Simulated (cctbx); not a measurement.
**Mn2CoAs2 across an absorption edge**

Space group Pmmn (no. 59, origin choice 1), a = 3.2240 Å, b = 12.9120 Å, c = 3.1370 Å, α = 90.00°, β = 90.00°, γ = 90.00°.

| atom | mult. | x | y | z | Ueq (Å²) |
| --- | --- | --- | --- | --- | --- |
| As1 | 4 | 1/2 | 0.6605 | 0.7564 | 0.0168 |
| Co1 | 2 | 1/2 | 1/2 | 0.7384 | 0.0174 |
| Mn1 | 4 | 1/2 | 0.1484 | 0.7617 | 0.0165 |

The model is made up (kin elements in a known structure type, no relaxation), so it says nothing on whether the phase exists.

Calculated with cctbx: free-atom f′ and f″ from the Sasaki tables, no fine structure; amplitudes in electrons.

| E (eV) | F 0 1 1 | F 0 2 1 | F 1 3 0 | F 1 3 1 |
| --- | --- | --- | --- | --- |
| 11267 | 47.5 | 6.3 | 21.5 | 1.3 |
| 11617 | 45.9 | 6.3 | 24.6 | 1.2 |
| 11747 | 44.4 | 6.2 | 27.2 | 1.1 |
| 11807 | 43.0 | 6.2 | 29.8 | 1.0 |
| 11837 | 41.5 | 6.2 | 32.4 | 0.9 |
| 11852 | 40.1 | 6.1 | 35.0 | 0.8 |
| 11859 | 38.8 | 6.1 | 37.4 | 0.7 |
| 11863 | 37.4 | 6.0 | 40.0 | 0.6 |
| 11871 | 37.7 | 6.0 | 40.7 | 0.7 |
| 11875 | 39.4 | 6.1 | 37.6 | 0.8 |
| 11882 | 40.8 | 6.1 | 35.0 | 0.9 |
| 11897 | 42.4 | 6.2 | 32.1 | 1.0 |
| 11927 | 43.9 | 6.2 | 29.2 | 1.1 |
| 12017 | 46.0 | 6.3 | 25.4 | 1.2 |
| 12267 | 48.2 | 6.4 | 21.3 | 1.4 |

**Question.** Which edge is crossed, and why do the reflections move as they do?

The K edge of As. The edge is at 11867 eV. f′ of As falls from -4.2 e at 11747 eV to -7.6 e at 4 eV below it, and f″ steps from 0.50 to 3.86 e across it. Over that approach |F| changes by -16 % (0 1 1), -3 % (0 2 1), +47 % (1 3 0) and -45 % (1 3 1): a reflection falls where As scatters in phase with the total and rises where it scatters against it; it hardly moves where the As term is small or cancels by symmetry. Above the edge the larger f″ enters the imaginary part, where it can add to or cancel the other atoms' f″. The structure is centrosymmetric, so Friedel mates stay equal.
